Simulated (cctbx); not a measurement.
**Accept or mend?**

Cell a = 3.8180 Å, b = 3.8180 Å, c = 3.8180 Å, α = 90.00°, β = 90.00°, γ = 90.00°; space group Pm-3m (no. 221).

Simulated single-crystal data (cctbx): synchrotron X-rays, λ = 0.7749 Å, to d = 0.84 Å, 50 % of the full sphere, strongest reflection 20000 counts, noise from counting, a 1.5 % proportional error and a noise floor of 15 counts (s.d.); no absorption, and some extinction, which the refinements don't model.

An isotropic refinement with weights 1/σ² prints:

```text
Rint 0.014, 21 unique reflections to 0.85 A
cycle     R1     wR2    GooF  max shift (A)
   1  0.7670  0.9600 122.279   0.07605
  12  0.0086  0.0368   4.690   0.00114
final R1 0.0172 wR2 0.0787 GooF 10.025  parameters 4  data/parameter 5.2
atom        x        y        z      Ueq    occ   su(xyz)  su(Uiso or U11)
W1     0.50000  0.50000  0.50000   0.0109  1.000  0.00000  0.0016
Te1    0.00000  0.00000  0.00000   0.0155  1.000  0.00000  0.0017
Te2    0.00000  0.25338  0.25338   0.9297  1.000  0.02239  0.2110
difference map: max 2.55 min -0.74 rms 0.40
Q1    0.5000  0.5000  0.5000    1    2.55  0.00 A from W1
Q2    0.0000  0.5000  0.5000    3    0.40  1.33 A from Te2
Q3    0.0000  0.0000  0.0000    1    0.28  0.00 A from Te1
```

Q: Accept it or mend it, and why?

Mend it. The fault: spurious atom: Te2. Against the right model at the same level, R1 goes from 0.0022 to 0.0172 and GooF from 0.63 to 10.03, Te2 takes U = 0.93 Å² and the top difference peak, 2.5 e/Å³, lies on W1. A site with no density behind it hides by a very large U or drifts. The fit had not settled when the cycles ran out.

The compound is TeW. The right model at the same level gives:

```text
Rint 0.014, 21 unique reflections to 0.85 A
cycle     R1     wR2    GooF  max shift (A)
   1  0.0664  0.1338  16.119   0.00000
   2  0.0022  0.0052   0.628   0.00000
final R1 0.0022 wR2 0.0052 GooF 0.628  parameters 2  data/parameter 10.5
atom        x        y        z      Ueq    occ   su(xyz)  su(Uiso or U11)
W1     0.50000  0.50000  0.50000   0.0108  1.000  0.00000  0.0001
Te1    0.00000  0.00000  0.00000   0.0154  1.000  0.00000  0.0001
difference map: max 0.07 min -0.12 rms 0.04
Q1    0.3070  0.5000  0.5000    6    0.07  0.74 A from W1
Q2    0.0000  0.1628  0.5000   12    0.07  2.01 A from Te1
Q3    0.0000  0.2662  0.2662   12    0.06  1.44 A from Te1
Q4    0.1739  0.1739  0.1739    8    0.05  1.15 A from Te1
Q5    0.0000  0.5000  0.5000    3    0.04  1.91 A from W1
Q6    0.1927  0.1927  0.5000   12    0.03  1.66 A from W1
```

Isotropic U is held between 0.0001 and 1 Å² by the program, and listed peak heights are interpolated, so they can pass the grid's maximum.

The model is made up (kin elements in a known structure type, no relaxation), so it says nothing on whether the phase exists.

[Middle refinement cycles are left out of these outputs.]

[Logs are printed without paths, hosts, clocks, repeated set-up lines and the standing remarks that a program may print on its own settings, such as how far it seeks lower states.]
